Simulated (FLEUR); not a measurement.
# Collinear magnetic orders of LuInCo4 with FLEUR

Wanted: the moments of LuInCo4 and the energy of each order that was tried.

Main program and level: FLEUR MaX-R8.1; PBEsol; all-electron FLAPW, Dirac cores, scalar-relativistic bands.

Report form: the programs' logs are mostly left out.

### 1. The structure

It takes space group F-43m (No. 216, cubic). Conventional cell: a = 7.014 Å, b = 7.014 Å, c = 7.014 Å, α = 90.00°, β = 90.00°, γ = 90.00°. Nearest to Lu lie 12 Co at 2.91 Å and 4 In at 3.04 Å. In has 12 Co at 2.91 Å and 4 Lu at 3.04 Å nearest. Co has 6 Co at 2.47 to 2.48 Å and 3 In at 2.91 Å and 3 Lu at 2.91 Å nearest. Farther neighbours are not listed.

As a file:

```xyz
6
Lattice="0.0000 3.5068 3.5068 3.5068 0.0000 3.5068 3.5068 3.5068 0.0000" Properties=species:S:1:pos:R:3 pbc="T T T"
Lu    5.2603    5.2603    5.2603
In    0.0000    0.0000    0.0000
Co    4.3852    2.6285    4.3852
Co    2.6285    2.6285    2.6285
Co    2.6285    4.3852    4.3852
Co    4.3852    4.3852    2.6285
```

The cell comes from a database of computed structures and need not be the stable phase.

### 2. Start 1: ferro ++++

The parallel start is the test of whether parallel moments hold.

inpgen writes inp.xml from crystal.txt; cutoffs, mixing, functional, smearing and local orbitals are then set in the file. The k list default-1 (kpts.xml, not shown) is a Γ-centred 8×8×8 mesh; where the ranks do not divide the number of points, some are split in two of half the weight.

File inp.xml:

```
<?xml version="1.0" encoding="UTF-8" standalone="no"?>
<fleurInput fleurInputVersion="0.39">
   <comment>
      LuInCo4
   </comment>
   <calculationSetup>
      <cutoffs Kmax="3.6" Gmax="10.8" GmaxXC="10.8" numbands="0"/>
      <scfLoop itmax="90" minDistance="0.00002" maxIterBroyd="15" imix="Anderson" alpha="0.05" precondParam="0.0" spinf="2.0" sdNocoIR="T"/>
      <coreElectrons ctail="T" frcor="F" kcrel="0" coretail_lmax="0"/>
      <xcFunctional name="PBEs" relativisticCorrections="F"/>
      <magnetism jspins="2"/>
      <soc l_soc="F" theta="0.0" phi="0.0" spav="F"/>
      <expertModes spex="0" secvar="F"/>
      <geometryOptimization l_f="F" forcealpha="1.0" forcemix="BFGS" epsdisp="0.00001" epsforce="0.00001"/>
      <ldaU l_linMix="F" mixParam="0.05" spinf="1.0"/>
   </calculationSetup>
   <cell>
      <bzIntegration valenceElectrons="106.0" mode="hist" fermiSmearingEnergy="0.00293995">
         <kPointListSelection listName="default-1"/>
         <xi:include xmlns:xi="http://www.w3.org/2001/XInclude" href="kpts.xml"> </xi:include>
      </bzIntegration>
      <xi:include xmlns:xi="http://www.w3.org/2001/XInclude" href="sym.xml"> </xi:include>
      <bulkLattice scale="1.0">
         <bravaisMatrix>
            <row-1>    0.0000000000000000     6.6269785011490114     6.6269785011490114</row-1>
            <row-2>    6.6269785011490114     0.0000000000000000     6.6269785011490114</row-2>
            <row-3>    6.6269785011490114     6.6269785011490114     0.0000000000000000</row-3>
         </bravaisMatrix>
      </bulkLattice>
   </cell>
   <atomSpecies>
      <species name="Lutetium (Lu)" element="Lu" atomicNumber="71">
         <mtSphere radius="2.8" gridPoints="925" logIncrement="0.014"/>
         <atomicCutoffs lmax="10" lnonsphr="8"/>
         <electronConfig flipSpins="F">
            <coreConfig>(1s1/2) (2s1/2) (2p1/2) (2p3/2) (3s1/2) (3p1/2) (3p3/2) (4s1/2) (3d3/2) (3d5/2) (4p1/2) (4p3/2) (4d3/2) (4d5/2)</coreConfig>
            <valenceConfig>(5s1/2) (5p1/2) (5p3/2) (6s1/2) (4f5/2) (4f7/2) (5d3/2) (5d5/2)</valenceConfig>
            <stateOccupation state="(5d3/2)" spinUp="0.200000" spinDown="0.200000"/>
            <stateOccupation state="(5d5/2)" spinUp="0.300000" spinDown="0.300000"/>
         </electronConfig>
         <energyParameters s="6" p="6" d="5" f="4"/>
         <lo type="SCLO" l="0" n="5" eDeriv="0"/>
         <lo type="SCLO" l="1" n="5" eDeriv="0"/>
      </species>
      <species name="Indium (In)" element="In" atomicNumber="49">
         <mtSphere radius="2.8" gridPoints="925" logIncrement="0.014"/>
         <atomicCutoffs lmax="10" lnonsphr="8"/>
         <electronConfig flipSpins="F">
            <coreConfig>(1s1/2) (2s1/2) (2p1/2) (2p3/2) (3s1/2) (3p1/2) (3p3/2) (4s1/2) (3d3/2) (3d5/2) (4p1/2) (4p3/2)</coreConfig>
            <valenceConfig>(5s1/2) (4d3/2) (4d5/2) (5p1/2) (5p3/2)</valenceConfig>
            <stateOccupation state="(5p1/2)" spinUp="0.166667" spinDown="0.166667"/>
            <stateOccupation state="(5p3/2)" spinUp="0.333333" spinDown="0.333333"/>
         </electronConfig>
         <energyParameters s="5" p="5" d="5" f="4"/>
         <lo type="SCLO" l="2" n="4" eDeriv="0"/>
      </species>
      <species name="Cobalt (Co2.000" element="Co" atomicNumber="27">
         <mtSphere radius="2.28" gridPoints="753" logIncrement="0.016"/>
         <atomicCutoffs lmax="8" lnonsphr="6"/>
         <electronConfig flipSpins="F">
            <coreConfig>(1s1/2) (2s1/2) (2p1/2) (2p3/2)</coreConfig>
            <valenceConfig>(3s1/2) (3p1/2) (3p3/2) (4s1/2) (3d3/2) (3d5/2)</valenceConfig>
            <stateOccupation state="(3d3/2)" spinUp="1.5" spinDown="1.3"/>
            <stateOccupation state="(3d5/2)" spinUp="3.0" spinDown="1.2"/>
         </electronConfig>
         <energyParameters s="4" p="4" d="3" f="4"/>
         <lo type="SCLO" l="0" n="3" eDeriv="0"/>
         <lo type="SCLO" l="1" n="3" eDeriv="0"/>
      </species>
   </atomSpecies>
   <atomGroups>
      <atomGroup species="Lutetium (Lu)">
         <relPos label="                   1">-1.000/4.000 -1.000/4.000 -1.000/4.000</relPos>
         <force calculate="T" relaxXYZ="TTT"/>
      </atomGroup>
      <atomGroup species="Indium (In)">
         <relPos label="                   2">.0000000000 .0000000000 .0000000000</relPos>
         <force calculate="T" relaxXYZ="TTT"/>
      </atomGroup>
      <atomGroup species="Cobalt (Co2.000">
         <relPos label="                   3">.3747620000 -.1242860000 .3747620000</relPos>
         <relPos label="                   4">.3747620000 .3747620000 .3747620000</relPos>
         <relPos label="                   5">-.1242860000 .3747620000 .3747620000</relPos>
         <relPos label="                   6">.3747620000 .3747620000 -.1242860000</relPos>
         <force calculate="T" relaxXYZ="TTT"/>
      </atomGroup>
   </atomGroups>
   <output dos="F" band="F" slice="F">
      <bandDOS minEnergy="-.5*Htr" maxEnergy="0.5*Htr" sigma="0.015" storeEVData="T"/>
      <plotting iplot="0" polar="F">
         <plot TwoD="T" vec1="  1.0  0.0  0.0" vec2="  0.0  1.0  0.0" vec3="  0.0  0.0  1.0" zero="  0.0  0.0  0.0" file="plot"/>
      </plotting>
      <moessbauerParams electricFieldGradient="F" isomerShift="F" coreHyperfine="F" valenceHyperfine="F"/>
   </output>
</fleurInput>
```

File crystal.txt:

```
LuInCo4
&input film=F cartesian=F /
0.00000000000  3.50684600000  3.50684600000
3.50684600000  0.00000000000  3.50684600000
3.50684600000  3.50684600000  0.00000000000
1.8897261246
1.0 1.0 1.0

6
71 0.75000000000  0.75000000000  0.75000000000
49 0.00000000000  0.00000000000  0.00000000000
27 0.37476200000  0.87571400000  0.37476200000 : 2.000
27 0.37476200000  0.37476200000  0.37476200000 : 2.000
27 0.87571400000  0.37476200000  0.37476200000 : 2.000
27 0.37476200000  0.37476200000  0.87571400000 : 2.000

&kpt div1=8 div2=8 div3=8 gamma=T /
```

Launch:

```
> OMP_NUM_THREADS=1 inpgen -f crystal.txt > inpgen.log  # inp.xml is then edited as shown
> OMP_NUM_THREADS=1 mpirun -n 4 fleur_MPI > fleur.log
```

Run time: 2.5 min. Hardware: 4 MPI ranks of Arm Neoverse V1, shared host; peak memory 0.37 GiB; 9.9 min of CPU time.

Spin moment in the muffin-tin sphere by atom:

| atom | spin moment in the muffin-tin sphere (μB) |
| --- | --- |
| Lu1 | -0.18 |
| In2 | -0.06 |
| Co3 | 1.31 |
| Co4 | 1.31 |
| Co5 | 1.31 |
| Co6 | 1.31 |

Read from the output:

| Property | Result |
| --- | --- |
| free energy | -708214.5086 eV |
| program's band gap on this mesh (in a metal only a level spacing) | 9.79e-4 eV |
| magnetization | 4.765 μB |
| final state | ferromagnetic, with opposed induced moments |

After 29 cycles the largest moment stands at 1.31 μB.

### 3. Order 2, typed as antiferro ++--

Reversing part of the moments tests the sign of the couplings between them.

Edit inp.xml of step 2 so:

```diff
@@ -69,2 +69,15 @@
       </species>
+      <species name="Cobalt (Co-2.000" element="Co" atomicNumber="27">
+         <mtSphere radius="2.28" gridPoints="753" logIncrement="0.016"/>
+         <atomicCutoffs lmax="8" lnonsphr="6"/>
+         <electronConfig flipSpins="F">
+            <coreConfig>(1s1/2) (2s1/2) (2p1/2) (2p3/2)</coreConfig>
+            <valenceConfig>(3s1/2) (3p1/2) (3p3/2) (4s1/2) (3d3/2) (3d5/2)</valenceConfig>
+            <stateOccupation state="(3d3/2)" spinUp="1.3" spinDown="1.5"/>
+            <stateOccupation state="(3d5/2)" spinUp="1.2" spinDown="3.0"/>
+         </electronConfig>
+         <energyParameters s="4" p="4" d="3" f="4"/>
+         <lo type="SCLO" l="0" n="3" eDeriv="0"/>
+         <lo type="SCLO" l="1" n="3" eDeriv="0"/>
+      </species>
    </atomSpecies>
@@ -82,2 +95,5 @@
          <relPos label="                   4">.3747620000 .3747620000 .3747620000</relPos>
+         <force calculate="T" relaxXYZ="TTT"/>
+      </atomGroup>
+      <atomGroup species="Cobalt (Co-2.000">
          <relPos label="                   5">-.1242860000 .3747620000 .3747620000</relPos>
```

Edit crystal.txt of step 2 so:

```diff
@@ -13,4 +13,4 @@
 27 0.37476200000  0.37476200000  0.37476200000 : 2.000
-27 0.87571400000  0.37476200000  0.37476200000 : 2.000
-27 0.37476200000  0.37476200000  0.87571400000 : 2.000
+27 0.87571400000  0.37476200000  0.37476200000 : -2.000
+27 0.37476200000  0.37476200000  0.87571400000 : -2.000
```

Run time: 21 min. Hardware: 4 MPI ranks; peak memory 0.63 GiB; 85 min of CPU time.

Spin moment in the muffin-tin sphere by atom:

| atom | spin moment in the muffin-tin sphere (μB) |
| --- | --- |
| Lu1 | 0.000 |
| In2 | 0.000 |
| Co3 | 0.457 |
| Co4 | 0.457 |
| Co5 | -0.457 |
| Co6 | -0.457 |

Read from the output:

```
free energy                                                       : -708214.1676 eV
program's band gap on this mesh (in a metal only a level spacing) : 1.46e-4 eV
magnetization                                                     : 0 μB
final state                                                       : antiferromagnetic
```

It lies 85.2 meV a seeded atom over the first start, and its largest moment is 0.457 μB against 1.31 μB.

### 4. Order 3, typed as no spin polarisation

Without spin polarisation no moment can form, so the difference from the other runs is what forming moments gains.

Edit inp.xml of step 3 so:

```diff
@@ -10,3 +10,3 @@
       <xcFunctional name="PBEs" relativisticCorrections="F"/>
-      <magnetism jspins="2"/>
+      <magnetism jspins="1"/>
       <soc l_soc="F" theta="0.0" phi="0.0" spav="F"/>
@@ -56,3 +56,3 @@
       </species>
-      <species name="Cobalt (Co2.000" element="Co" atomicNumber="27">
+      <species name="Cobalt (Co)" element="Co" atomicNumber="27">
          <mtSphere radius="2.28" gridPoints="753" logIncrement="0.016"/>
@@ -62,17 +62,4 @@
             <valenceConfig>(3s1/2) (3p1/2) (3p3/2) (4s1/2) (3d3/2) (3d5/2)</valenceConfig>
-            <stateOccupation state="(3d3/2)" spinUp="1.5" spinDown="1.3"/>
-            <stateOccupation state="(3d5/2)" spinUp="3.0" spinDown="1.2"/>
-         </electronConfig>
-         <energyParameters s="4" p="4" d="3" f="4"/>
-         <lo type="SCLO" l="0" n="3" eDeriv="0"/>
-         <lo type="SCLO" l="1" n="3" eDeriv="0"/>
-      </species>
-      <species name="Cobalt (Co-2.000" element="Co" atomicNumber="27">
-         <mtSphere radius="2.28" gridPoints="753" logIncrement="0.016"/>
-         <atomicCutoffs lmax="8" lnonsphr="6"/>
-         <electronConfig flipSpins="F">
-            <coreConfig>(1s1/2) (2s1/2) (2p1/2) (2p3/2)</coreConfig>
-            <valenceConfig>(3s1/2) (3p1/2) (3p3/2) (4s1/2) (3d3/2) (3d5/2)</valenceConfig>
-            <stateOccupation state="(3d3/2)" spinUp="1.3" spinDown="1.5"/>
-            <stateOccupation state="(3d5/2)" spinUp="1.2" spinDown="3.0"/>
+            <stateOccupation state="(3d3/2)" spinUp="1.400000" spinDown="1.400000"/>
+            <stateOccupation state="(3d5/2)" spinUp="2.100000" spinDown="2.100000"/>
          </electronConfig>
@@ -92,8 +79,5 @@
       </atomGroup>
-      <atomGroup species="Cobalt (Co2.000">
+      <atomGroup species="Cobalt (Co)">
          <relPos label="                   3">.3747620000 -.1242860000 .3747620000</relPos>
          <relPos label="                   4">.3747620000 .3747620000 .3747620000</relPos>
-         <force calculate="T" relaxXYZ="TTT"/>
-      </atomGroup>
-      <atomGroup species="Cobalt (Co-2.000">
          <relPos label="                   5">-.1242860000 .3747620000 .3747620000</relPos>
```

File crystal.txt:

```
LuInCo4
&input film=F cartesian=F /
0.00000000000  3.50684600000  3.50684600000
3.50684600000  0.00000000000  3.50684600000
3.50684600000  3.50684600000  0.00000000000
1.8897261246
1.0 1.0 1.0

6
71 0.75000000000  0.75000000000  0.75000000000
49 0.00000000000  0.00000000000  0.00000000000
27 0.37476200000  0.87571400000  0.37476200000
27 0.37476200000  0.37476200000  0.37476200000
27 0.87571400000  0.37476200000  0.37476200000
27 0.37476200000  0.37476200000  0.87571400000

&kpt div1=8 div2=8 div3=8 gamma=T /
```

Elapsed: 63 s, on 4 MPI ranks; peak memory 0.29 GiB.

This step gave:

```
free energy                                                       : -708214.1547 eV
program's band gap on this mesh (in a metal only a level spacing) : 0.005311 eV
final state                                                       : non-magnetic (no spin polarisation)
```

It lies 88.5 meV a seeded atom over the first start.

### 5. Ranking

Free energies are divided by the number of seeded atoms.

Orders:

| start | final state | typed order kept | energy over the lowest (meV a seeded atom) | largest sphere moment (μB) | net moment (μB a primitive cell) | mesh matched | CPU time (s) |
| --- | --- | --- | --- | --- | --- | --- | --- |
| ferro ++++ | ferromagnetic, with opposed induced moments | yes | 0 | 1.312 | 4.765 | yes | 597 |
| antiferro ++-- | antiferromagnetic | yes | 85.23 | 0.4573 | 0 | yes | 5085 |
| no spin polarisation | non-magnetic | - | 88.48 | 0 | 0 | yes | 252.5 |

### 6. Results

- lowest state found: ferromagnetic (typed ferro ++++)
- largest site spin moment: 1.31 μB
- next finished state: antiferromagnetic, 85.2 meV a seeded atom higher
- energy gained by spin polarisation: 88.5 meV a seeded atom

In words: The lowest state found is ferromagnetic, reached from the start ferro ++++, with moments up to 1.31 μB. The next finished state costs 85 meV a seeded atom. This is the lowest of 3 finished starts, no proof of the ground state. With 4 seeded atoms in the first cell, sign patterns within that cell may remain untried.

[Logs and program files are shortened in this print: banners, set-up blocks, solver, clock and traceback lines can be left out without a mark of their own.]

[Logs are printed without paths, hosts, clocks, repeated set-up lines and the standing remarks that a program may print on its own settings, such as how far it seeks lower states.]

[Hosts, paths, dates, database ids (printed as entryN), source tags and the programs' standing remarks are cut or masked in the printed files.]

[Where a cell is said to come from a database of computed structures, the database is the Materials Project.]
